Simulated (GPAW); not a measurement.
A computed O K-edge spectrum of one site in a crystal of Nb, O and Sr, with its zero at a photon energy of about 526.5 eV (raw 535.3 eV, less 8.8 eV of added terms; LDA puts this hole about 4 eV below PBE, itself good to a few eV). Method: GPAW, LDA, excited-electron core hole (neutral cell) in a small cell, dipole transitions, broadening that rises with energy.

Energy from the lowest empty level; intensity scaled to a mean of 1 over the first 20 eV:

```csv
E (eV),intensity
-2.0,0.00
-1.5,0.00
-1.0,0.00
-0.5,0.10
0.0,0.63
0.5,1.71
1.0,1.77
1.5,0.71
2.0,0.53
2.5,1.06
3.0,2.01
3.5,2.26
4.0,1.94
4.5,1.81
5.0,1.42
5.5,1.25
6.0,1.24
6.5,1.14
7.0,0.97
7.5,0.79
8.0,0.68
8.5,0.69
9.0,0.84
9.5,1.07
10.0,1.27
10.5,1.24
11.0,1.03
11.5,0.77
12.0,0.58
12.5,0.48
13.0,0.44
13.5,0.45
14.0,0.52
14.5,0.66
15.0,0.82
15.5,0.95
16.0,1.03
16.5,1.02
17.0,0.94
17.5,0.82
18.0,0.71
18.5,0.62
19.0,0.55
19.5,0.50
20.0,0.46
20.5,0.42
21.0,0.40
21.5,0.40
22.0,0.40
22.5,0.43
23.0,0.47
23.5,0.52
24.0,0.58
24.5,0.64
25.0,0.70
25.5,0.77
26.0,0.84
26.5,0.92
27.0,1.00
27.5,1.08
28.0,1.16
28.5,1.23
29.0,1.30
29.5,1.34
30.0,1.35
30.5,1.32
31.0,1.25
```

Question: Which coordination does this site have?

A K edge sees empty p states; the first features are O p mixed into the empty d states of the Nb neighbours, and the broad ones above probably into the cations' higher empty bands. It is atom 3 of SrNbO3 (Pm-3m), with 2 Nb at 2.03 Å (linear, site symmetry 4/mmm). Its main maxima below 24 eV lie at 0.8 eV (1.99), 3.4 eV (2.30), 10.2 eV (1.29) and 16.2 eV (1.03). A near-edge spectrum doesn't fix the structure by itself; it is matched against candidates. The primitive cell holds an odd number of electrons, so a spin-paired run has to come out metallic; that is right for a metal, but some such compounds are magnetic or distorted insulators. The structure is a computed Materials Project entry and may be a hypothetical form.

[Banner, clock and machine lines of the logs are left out without a mark of their own.]

[Logs are printed without paths, hosts, clocks, repeated set-up lines and the standing remarks that a program may print on its own settings, such as how far it seeks lower states.]

[Hosts, paths, dates, database ids (printed as entryN), source tags and the programs' standing remarks are cut or masked in the printed files.]

[Lists of maxima count a maximum above −3 eV only where it reaches 4 % of the highest in the window and stands out from its surroundings by 2 % of it (1.5 % where it reaches 55 %); shoulders and weaker maxima are passed over, and of the rest the first, up to two pre-edge ones and the few strongest are named.]
